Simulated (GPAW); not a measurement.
**B K ELNES/XANES of BN (P6_3/mmc) from DFT**

Aim: the near-edge shape at the B K edge of BN (P6_3/mmc), and what the core hole does to it.

Method: X-ray absorption from dipole matrix elements to empty bands, plane-wave PAW LDA, in GPAW 26.7.0.

An experiment to compare with: “Outstanding Thermal Conductivity of Single Atomic Layer Isotope-Modified Boron Nitride” (2020, arxiv:2008.00443). The in-plane thermal conductivity of suspended one- to three-layer hexagonal boron nitride enriched in boron-10 or boron-11 was measured near room temperature by the optothermal Raman technique. Raman, X-ray absorption and electron diffraction were used to characterise the exfoliated sheets and their parent crystals. It reports B K-edge features by NEXAFS at 55 deg incidence on isotopically pure and natural BN, same position in all; the values are set beside the results at the end.

The database entry behind the starting cell differs from later determinations by our own check (about 0.3 % short, minor phase), so it need not match the best structure at ambient conditions.

### 1. The starting structure

It takes space group P6_3/mmc (No. 194, hexagonal). Conventional cell: a = 2.498 Å, b = 2.498 Å, c = 6.636 Å, α = 90.00°, β = 90.00°, γ = 120.00°. N has 3 B at 1.44 Å nearest. B has 3 N at 1.44 Å nearest. Farther neighbours and most contacts between anions are not listed.

### 2. The field without a hole

A plain self-consistent run shows whether there is a gap, which decides the set-up of the core-hole run.

The input, scf.py:

```python
import numpy as np
from ase import Atoms
from ase.parallel import parprint, paropen
from gpaw import GPAW, PW, FermiDirac, Mixer, MixerDif, setup_paths
from gpaw.test import gen
setup_paths.insert(0, '.')
gen('B', name='nch1s', xcname='LDA', corehole=(1, 0, 0), write_xml=True)
from gpaw.mpi import world
world.barrier()

atoms = Atoms('N2B2',
    cell=[[2.49824, 0, 0],
     [-1.24912, 2.1635393, 0],
     [0, 0, 6.6357]],
    scaled_positions=[[0.66666667, 0.33333333, 0.25],
     [0.33333333, 0.66666667, 0.75],
     [0.66666667, 0.33333333, 0.75],
     [0.33333333, 0.66666667, 0.25]],
    pbc=True)
atoms.calc = calc = GPAW(legacy_gpaw=True, mode=PW(500), xc='LDA', setups={2: 'nch1s'},
    kpts={'size': (11, 11, 4), 'gamma': True}, occupations=FermiDirac(0.05),
    charge=0, mixer=Mixer(0.1, 5, 50), maxiter=150,
    convergence={'density': 0.0001}, txt='scf.txt')
energy = atoms.get_potential_energy() + calc.get_reference_energy()
ef = calc.get_fermi_level()
out = dict(energy=energy, fermi=ef, forces=atoms.get_forces().tolist())
parprint(f'all-electron energy {energy:.4f} eV, Fermi level {ef:.4f} eV')
ev = np.array([[calc.get_eigenvalues(k, s) for k in range(len(calc.get_ibz_k_points()))] for s in range(calc.get_number_of_spins())])
out['homo'], out['lumo'], out['counts'] = ev[ev < ef].max(), ev[ev > ef].min(), sorted(set((ev < ef).sum((0, 2)).tolist()))
out['filled'] = (ev[:, 0] < ef).sum(1).tolist()
import json
with paropen('out.json', 'w') as f:
    json.dump(out, f)
```

On the command line:

```console
$ OMP_NUM_THREADS=1 mpirun -n 2 gpaw python scf.py
```

Numbers of over 12 decimals in the logs are rounded to 6 here.

Output:

```text
Input parameters:
  convergence: {density: 0.0001}
  kpts: {gamma: True,
         size: (11, 11, 4)}
  maxiter: 150
  mixer: {backend: pulay,
          beta: 0.1,
          method: separate,
          nmaxold: 5,
          weight: 50}
  mode: {ecut: 500.0,
         name: pw}
  occupations: {fixmagmom: False,
                name: fermi-dirac,
                width: 0.05}
  setups: {2: nch1s}

Initialize ...

[... PAW data sets ...]

Reference energy: -4266.977458  # eV

Spin-paired calculation

[... convergence settings ...]
Symmetries present (total): 2
  [... symmetry matrices ...]

484 k-points: 11 x 11 x 4 Monkhorst-Pack grid + [0.000000,0.000000,1/8]
138 k-points in the irreducible part of the Brillouin zone
       k-points in crystal coordinates                weights
   0:     0.00000000    0.00000000    0.00000000          1/484
   1:     0.00000000    0.00000000    0.25000000          2/484
   2:     0.00000000    0.00000000    0.50000000          1/484
   3:     0.00000000    0.09090909   -0.25000000          2/484
   4:     0.00000000    0.09090909    0.00000000          2/484
   5:     0.00000000    0.09090909    0.25000000          2/484
   6:     0.00000000    0.09090909    0.50000000          2/484
   7:     0.00000000    0.18181818   -0.25000000          2/484
   8:     0.00000000    0.18181818    0.00000000          2/484
   9:     0.00000000    0.18181818    0.25000000          2/484
          ...
 137:     0.45454545    0.45454545    0.50000000          4/484

Wave functions: Plane wave expansion
  Cutoff energy: 500.000 eV
  Number of coefficients (min, max): 883, 934
  Pulay-stress correction: 0.000000 eV/Ang^3 (de/decut=0.000000)
  Using FFTW library
  Wavefunction extrapolation:
    Improved wavefunction reuse through dual PAW basis

Occupation numbers: Fermi-Dirac:
  width: 0.0500  # eV

Eigensolver
   Davidson(niter=2)

Densities:
  Coarse grid: 14*14*35 grid
  Fine grid: 28*28*70 grid
  Total Charge: 0.000000

Density mixing:
  Method: separate
  Backend: pulay
  Linear mixing parameter: 0.1
  old densities: 5
  Width of damping distribution: 1.1
  Damping of long wavelength oscillations: 50

[... Hamiltonian set-up ...]
Number of atoms: 4
Number of atomic orbitals: 16
Number of bands in calculation: 14
Number of valence electrons: 16
Bands to converge: occupied

... initialized

Initializing position-dependent things.

Density initialized from atomic densities
Creating initial wave functions:
  14 bands from LCAO basis set

        N B

        B N

Atomic positions and initial magnetic moments

Positions:
   0 N      1.249120    0.721180    1.658925    ( 0.0000,  0.0000,  0.0000)
   1 N     -0.000000    1.442360    4.976775    ( 0.0000,  0.0000,  0.0000)
   2 B      1.249120    0.721180    4.976775    ( 0.0000,  0.0000,  0.0000)
   3 B     -0.000000    1.442360    1.658925    ( 0.0000,  0.0000,  0.0000)

Unit cell:
           periodic     x           y           z      points  spacing
  1. axis:    yes    2.498240    0.000000    0.000000    14     0.1545
  2. axis:    yes   -1.249120    2.163539    0.000000    14     0.1545
  3. axis:    yes    0.000000    0.000000    6.635700    35     0.1896

  Lengths:   2.498240   2.498240   6.635700
  Angles:   90.000000  90.000000 120.000000

Effective grid spacing dv^(1/3) = 0.1736

iter:   1   -40.542480
iter:   2   -39.412325   -0.96  -0.68
iter:   3   -37.587462   -0.69  -0.76
iter:   4   -37.462503   -2.16  -1.16
iter:   5   -37.407257   -1.78  -1.33
iter:   6   -37.393699   -2.82  -1.78
iter:   7   -37.383557   -2.79  -1.92
iter:   8   -37.381964   -4.24  -2.40
iter:   9   -37.381975c  -5.34  -3.46
iter:  10   -37.381965c  -5.94  -3.32
iter:  11   -37.381965c  -7.37  -4.23c
iter:  12   -37.381965c  -8.67c -4.84c

Converged after 12 iterations.

Dipole moment: (-0.000000, 0.000000, 0.000000) |e|*Ang

Energy contributions relative to reference atoms: (reference = -4266.977458)

Kinetic:        +29.928421
Potential:      -28.964195
External:        +0.000000
XC:             -38.205481
Entropy (-ST):   -0.000000
Local:           -0.140710
SIC:             +0.000000
--------------------------
Free energy:    -37.381965
Extrapolated:   -37.381965

Showing only first 2 kpts
 Kpt  Band  Eigenvalues  Occupancy
  0     6      2.57419    2.00000
  0     7      2.57423    2.00000
  0     8      8.72313    0.00000
  0     9     13.96419    0.00000

  1     6      2.52117    2.00000
  1     7      2.52121    2.00000
  1     8      9.44837    0.00000
  1     9     13.02066    0.00000

Fermi level: 4.97085

Gap: 4.127 eV
Transition (v -> c):
  (s=0, k=108, n=7, [0.36, 0.36, 0.00]) -> (s=0, k=43, n=8, [0.09, 0.45, 0.00])
Direct/indirect transitions are different
Direct gap: 4.508 eV
Transition at: (s=0, k=86, n=7, [0.27, 0.36, 0.25])

Forces in eV/Ang:
  0 N     0.00000    0.00005    0.01947
  1 N     0.00000   -0.00005   -0.01947
  2 B     0.00000   -0.00000    0.00015
  3 B     0.00000    0.00000   -0.00015
Scalar-relativistic atomic LDA calculation for B (Boron, Z=5)
Core hole in 1s state (1s occupation: 2.0)
300 radial gridpoints.
|------------------------------------------------|
|------------------------------------------------|
[... the atom generator's iteration count ...]

Energy contributions:
-------------------------
Kinetic:      +24.180604
XC:            -3.523894
Potential:    -45.007336
-------------------------
Total:        -24.350626

state      eigenvalue         ekin         rmax
-----------------------------------------------
1s^2.0 :    -6.565858    10.670813        0.212
2s^2.0 :    -0.344821     1.048488        1.518
2p^1.0 :    -0.136481     0.742001        1.561
-----------------------------------------------
(units: Bohr and Hartree)

Generating PAW setup
Kinetic energy of the core from tauc = 21.348427
Cutoffs:
rc(s)=1.200
rc(p)=1.200
rc(d)=1.200
rc(vbar)=1.080
rc(comp)=1.200
rc(nct)=1.200

Kinetic energy of the core states: 21.341627
Charge: 0.0
Core electrons: 2.0
Valence electrons: 3.0
Pseudo-core charge: 0.117059
Shape function alpha=6.944
Pseudo-electron charge 3.110279
state    eigenvalue         norm
--------------------------------
2s(2) :    -0.344821     1.005361
*s    :     0.655179
2p(1) :    -0.136481     0.982498
*p    :     0.863519
*d    :     0.000000
--------------------------------

Diagonalizing with gridspacing h=0.050

state   all-electron     PAW
-------------------------------
2s:      -0.344821    -0.345234
2p:      -0.136481    -0.136840
*d:                    0.041809
*f:                    0.072211
-------------------------------
all-electron energy -4304.3594 eV, Fermi level 4.9709 eV
```

Run time: 7.8 s. Hardware: 2 MPI ranks of AMD EPYC 9R45 (Zen 5), shared host; peak memory 0.2 GiB; 14 s of CPU time.

The mesh shows a gap of 4.13 eV, so the hole is first treated in a charged cell, without the excited electron.

### 3. Spectrum without a core hole, B atom 3

This cheap baseline ignores the attraction of the hole: it shows the absorber's empty states as they are in the ground state. The data set with a hole of occupation 0 only carries the core orbital.

The absorber has 3 N at 1.44 Å (trigonal planar, site symmetry -6m2).

The input, xas.py:

```python
import numpy as np
from ase import Atoms
from ase.parallel import parprint, paropen
from gpaw import GPAW, PW, FermiDirac, Mixer, MixerDif, setup_paths
from gpaw.test import gen
setup_paths.insert(0, '.')
gen('B', name='nch1s', xcname='LDA', corehole=(1, 0, 0), write_xml=True)
from gpaw.mpi import world
world.barrier()

atoms = Atoms('N2B2',
    cell=[[2.49824, 0, 0],
     [-1.24912, 2.1635393, 0],
     [0, 0, 6.6357]],
    scaled_positions=[[0.66666667, 0.33333333, 0.25],
     [0.33333333, 0.66666667, 0.75],
     [0.66666667, 0.33333333, 0.75],
     [0.33333333, 0.66666667, 0.25]],
    pbc=True)
atoms.calc = calc = GPAW(legacy_gpaw=True, mode=PW(500), xc='LDA', setups={2: 'nch1s'},
    kpts={'size': (11, 11, 4), 'gamma': True}, occupations=FermiDirac(0.02),
    charge=0, mixer=Mixer(0.1, 5, 50), maxiter=150,
    convergence={'density': 0.0001}, txt='scf.txt')
energy = atoms.get_potential_energy() + calc.get_reference_energy()
ef = calc.get_fermi_level()
out = dict(energy=energy, fermi=ef, forces=atoms.get_forces().tolist())
parprint(f'all-electron energy {energy:.4f} eV, Fermi level {ef:.4f} eV')
ev = np.array([[calc.get_eigenvalues(k, s) for k in range(len(calc.get_ibz_k_points()))] for s in range(calc.get_number_of_spins())])
out['homo'], out['lumo'], out['counts'] = ev[ev < ef].max(), ev[ev > ef].min(), sorted(set((ev < ef).sum((0, 2)).tolist()))
out['filled'] = (ev[:, 0] < ef).sum(1).tolist()

from ase.units import Ha
from gpaw.xas import dipole_matrix_elements
nb = int(calc.get_number_of_electrons() / 2) + 25
top = nb
nscf = calc.fixed_density(kpts={'size': (10, 10, 4), 'gamma': True},
    convergence={'eigenstates': 1.0}, txt='nscf.txt')
nscf.diagonalize_full_hamiltonian(nbands=nb)
cell = atoms.cell.array
ops = [cell.T @ U.T @ np.linalg.inv(cell.T) for U in nscf.wfs.kd.symmetry.op_scc]
filled = [8]  # bands filled in the ground state, by spin
E = np.arange(-25, 34, 0.1)
fwhm = np.interp(E, [4, 25], [0.9, 3.5])
Y, X, zero, highest = 0, 0, 1e9, 1e9
for spin in range(nscf.get_number_of_spins()):
    wfs = nscf.wfs
    A = dipole_matrix_elements(wfs.setups[2])
    eps = np.zeros((wfs.kd.nibzkpts, nb))
    d = np.zeros((3, A.shape[1], wfs.kd.nibzkpts, nb), complex)
    for kpt in wfs.kpt_u:
        if kpt.s == spin and 2 in kpt.P_ani:
            eps[kpt.k] = kpt.eps_n * Ha
            d[:, :, kpt.k] = (kpt.weight * wfs.nspins / 2) ** 0.5 * np.inner(A, kpt.P_ani[2])
    world.sum(eps)
    world.sum(d)
    T = np.einsum('amkn,bmkn->abkn', d, d.conj()).real
    T = sum(np.einsum('ai,ijkn,bj->abkn', R, T, R) for R in ops) / len(ops)
    empty = np.ones_like(eps, bool) & (np.arange(nb) >= filled[spin])
    zero, highest = min(zero, eps[empty].min()), min(highest, eps[:, top - 1].min())
    lines = [(eps, T, empty)] if spin == 0 else lines + [(eps, T, empty)]
for eps, T, empty in lines:
    f = np.einsum('aakn->akn', T).reshape(3, -1)
    x = eps.ravel() - zero
    w = np.interp(x, E, fwhm) / 2.35482
    g = np.exp(-0.5 * ((E[:, None] - x) / w) ** 2) / (w * (2 * np.pi) ** 0.5)
    Y = Y + (f * empty.ravel()) @ g.T
    X = X + (f * ~empty.ravel()) @ g.T
out.update(E=E.round(2).tolist(), xas=Y.tolist(), xes=X.tolist(), zero=zero, valid=highest - zero, nk=len(eps), nb=nb)
for i in range(0, len(E), 10):
    parprint(f'{E[i]:7.2f}', *(f'{v:10.3e}' for v in Y[:, i]))
import json
with paropen('out.json', 'w') as f:
    json.dump(out, f)
```

On the command line:

```console
$ OMP_NUM_THREADS=1 mpirun -n 2 gpaw python xas.py
```

Output:

```text
Input parameters:
  convergence: {density: 0.0001}
  kpts: {gamma: True,
         size: (11, 11, 4)}
  maxiter: 150
  mixer: {backend: pulay,
          beta: 0.1,
          method: separate,
          nmaxold: 5,
          weight: 50}
  mode: {ecut: 500.0,
         name: pw}
  occupations: {fixmagmom: False,
                name: fermi-dirac,
                width: 0.02}
  setups: {2: nch1s}

Initialize ...

[...]
*p    :     0.863519
*d    :     0.000000
--------------------------------

Diagonalizing with gridspacing h=0.050

state   all-electron     PAW
-------------------------------
2s:      -0.344821    -0.345234
2p:      -0.136481    -0.136840
*d:                    0.041809
*f:                    0.072211
-------------------------------
all-electron energy -4304.3594 eV, Fermi level 4.4708 eV
[...]
32.00  1.237e-04  1.237e-04  5.430e-04
  33.00  1.116e-04  1.116e-04  4.158e-04
[key lines of the parts left out:]
Converged after 12 iterations.
Dipole moment: (-0.000000, 0.000000, 0.000000) |e|*Ang
Free energy:    -37.381965
Fermi level: 4.47084
```

The job ended after 41 s (2 MPI ranks; peak memory 0.33 GiB; 80 s of CPU time).

The B K spectrum, B atom 3, no core hole (energy from the lowest empty level; intensity scaled to a mean of 1 over the first 20 eV; polarised curves are means over the symmetry-equivalent atoms):

| E (eV) | isotropic | ε ⊥ c | ε ∥ c |
| --- | --- | --- | --- |
| -2.0 | 0.00 | 0.00 | 0.00 |
| -1.0 | 0.00 | 0.00 | 0.01 |
| 0.0 | 0.46 | 0.00 | 1.39 |
| 1.0 | 1.43 | 0.00 | 4.29 |
| 2.0 | 0.81 | 0.00 | 2.42 |
| 3.0 | 0.61 | 0.01 | 1.82 |
| 4.0 | 0.26 | 0.02 | 0.75 |
| 5.0 | 0.41 | 0.08 | 1.06 |
| 6.0 | 0.61 | 0.50 | 0.83 |
| 7.0 | 1.56 | 1.73 | 1.20 |
| 8.0 | 1.75 | 1.92 | 1.40 |
| 9.0 | 1.16 | 1.07 | 1.33 |
| 10.0 | 1.01 | 1.00 | 1.02 |
| 11.0 | 1.30 | 1.30 | 1.31 |
| 12.0 | 1.18 | 1.12 | 1.29 |
| 13.0 | 1.15 | 1.31 | 0.84 |
| 14.0 | 1.12 | 1.34 | 0.69 |
| 15.0 | 1.06 | 1.27 | 0.63 |
| 16.0 | 1.19 | 1.49 | 0.59 |
| 17.0 | 1.15 | 1.45 | 0.56 |
| 18.0 | 0.85 | 1.00 | 0.54 |
| 19.0 | 0.63 | 0.69 | 0.52 |
| 20.0 | 0.68 | 0.77 | 0.50 |
| 21.0 | 0.97 | 1.20 | 0.50 |
| 22.0 | 1.39 | 1.82 | 0.52 |
| 23.0 | 1.69 | 2.26 | 0.54 |
| 24.0 | 1.64 | 2.20 | 0.52 |
| 25.0 | 1.33 | 1.74 | 0.50 |
| 26.0 | 0.97 | 1.19 | 0.51 |
| 27.0 | 0.69 | 0.73 | 0.60 |
| 28.0 | 0.54 | 0.43 | 0.75 |
| 29.0 | 0.50 | 0.29 | 0.92 |

Main maxima below 24 eV (height): 1.0 eV (1.43), 7.6 eV (1.84), 11.1 eV (1.31), 13.4 eV (1.16), 16.4 eV (1.22) and 23.4 eV (1.71). A K edge sees empty p states; at this planar three-fold site the curve for the electric vector normal to the plane peaks at 1.0 eV, where it is mainly π* that absorbs: that direction carries over 70 % of the weight there.

The same matrix elements for filled bands give the B K emission of B atom 3 (ground-state approximation; energy from the lowest empty level, largest value 1):

```csv
E (eV),emission
-24.00,0.00
-23.25,0.00
-22.50,0.00
-21.75,0.01
-21.00,0.04
-20.25,0.09
-19.50,0.19
-18.75,0.37
-18.00,0.22
-17.25,0.01
-16.50,0.00
-15.75,0.00
-15.00,0.00
-14.25,0.00
-13.50,0.01
-12.75,0.18
-12.00,0.34
-11.25,0.22
-10.50,0.26
-9.75,0.47
-9.00,0.68
-8.25,1.00
-7.50,0.88
-6.75,0.58
-6.00,0.52
-5.25,0.28
-4.50,0.09
-3.75,0.01
-3.00,0.00
-2.25,0.00
-1.50,0.00
-0.75,0.00
0.00,0.00
0.75,0.00
1.50,0.00
2.25,0.00
3.00,0.00
```

Emission maxima: -18.6 eV (0.40), -12.0 eV (0.34) and -8.2 eV (1.00).

### 4. Supercell without a hole, the energy reference

The photon energy needs a difference of total energies, so the cell and mesh of the coming hole run are first run without a hole.

Edit scf.py of step 2 so:

```diff
@@ -10,13 +10,25 @@
 
-atoms = Atoms('N2B2',
-    cell=[[2.49824, 0, 0],
-     [-1.24912, 2.1635393, 0],
+atoms = Atoms('N8B8',
+    cell=[[4.99648, 0, 0],
+     [-2.49824, 4.32707861, 0],
      [0, 0, 6.6357]],
-    scaled_positions=[[0.66666667, 0.33333333, 0.25],
+    scaled_positions=[[0.33333333, 0.16666667, 0.25],
+     [0.33333333, 0.66666667, 0.25],
+     [0.83333333, 0.16666667, 0.25],
+     [0.83333333, 0.66666667, 0.25],
+     [0.16666667, 0.33333333, 0.75],
+     [0.16666667, 0.83333333, 0.75],
+     [0.66666667, 0.33333333, 0.75],
+     [0.66666667, 0.83333333, 0.75],
+     [0.33333333, 0.16666667, 0.75],
      [0.33333333, 0.66666667, 0.75],
-     [0.66666667, 0.33333333, 0.75],
-     [0.33333333, 0.66666667, 0.25]],
+     [0.83333333, 0.16666667, 0.75],
+     [0.83333333, 0.66666667, 0.75],
+     [0.16666667, 0.33333333, 0.25],
+     [0.16666667, 0.83333333, 0.25],
+     [0.66666667, 0.33333333, 0.25],
+     [0.66666667, 0.83333333, 0.25]],
     pbc=True)
-atoms.calc = calc = GPAW(legacy_gpaw=True, mode=PW(500), xc='LDA', setups={2: 'nch1s'},
-    kpts={'size': (11, 11, 4), 'gamma': True}, occupations=FermiDirac(0.05),
+atoms.calc = calc = GPAW(legacy_gpaw=True, mode=PW(500), xc='LDA', setups={8: 'nch1s'},
+    kpts={'size': (4, 4, 3), 'gamma': True}, occupations=FermiDirac(0.02),
     charge=0, mixer=Mixer(0.1, 5, 50), maxiter=150,
```

On the command line:

```console
$ OMP_NUM_THREADS=1 mpirun -n 2 gpaw python scf.py
```

Output:

```text
Input parameters:
  convergence: {density: 0.0001}
  kpts: {gamma: True,
         size: (4, 4, 3)}
  maxiter: 150
  mixer: {backend: pulay,
          beta: 0.1,
          method: separate,
          nmaxold: 5,
          weight: 50}
  mode: {ecut: 500.0,
         name: pw}
  occupations: {fixmagmom: False,
                name: fermi-dirac,
                width: 0.02}
  setups: {8: nch1s}

Initialize ...

[...]
--------------------------------
2s(2) :    -0.344821     1.005361
*s    :     0.655179
2p(1) :    -0.136481     0.982498
*p    :     0.863519
*d    :     0.000000
--------------------------------

Diagonalizing with gridspacing h=0.050

state   all-electron     PAW
-------------------------------
2s:      -0.344821    -0.345234
2p:      -0.136481    -0.136840
*d:                    0.041809
*f:                    0.072211
-------------------------------
all-electron energy -17217.4498 eV, Fermi level 4.4283 eV
[key lines of the parts left out:]
Converged after 15 iterations.
Dipole moment: (0.000000, -0.000000, 0.000000) |e|*Ang
Free energy:   -149.539965
Fermi level: 4.42828
```

The job ended after 20 s (2 MPI ranks; peak memory 0.28 GiB).

Reference energy: -17217.450 eV with the cores included.

(Part 1 of 2 ends here.)

[Banner, clock and machine lines of the logs are left out without a mark of their own.]

[Logs are printed without paths, hosts, clocks, repeated set-up lines and the standing remarks that a program may print on its own settings, such as how far it seeks lower states.]

[Hosts, paths, dates, database ids (printed as entryN), source tags and the programs' standing remarks are cut or masked in the printed files.]

[Lists of maxima count a maximum above −3 eV only where it reaches 4 % of the highest in the window and stands out from its surroundings by 2 % of it (1.5 % where it reaches 55 %); shoulders and weaker maxima are passed over, and of the rest the first, up to two pre-edge ones and the few strongest are named.]
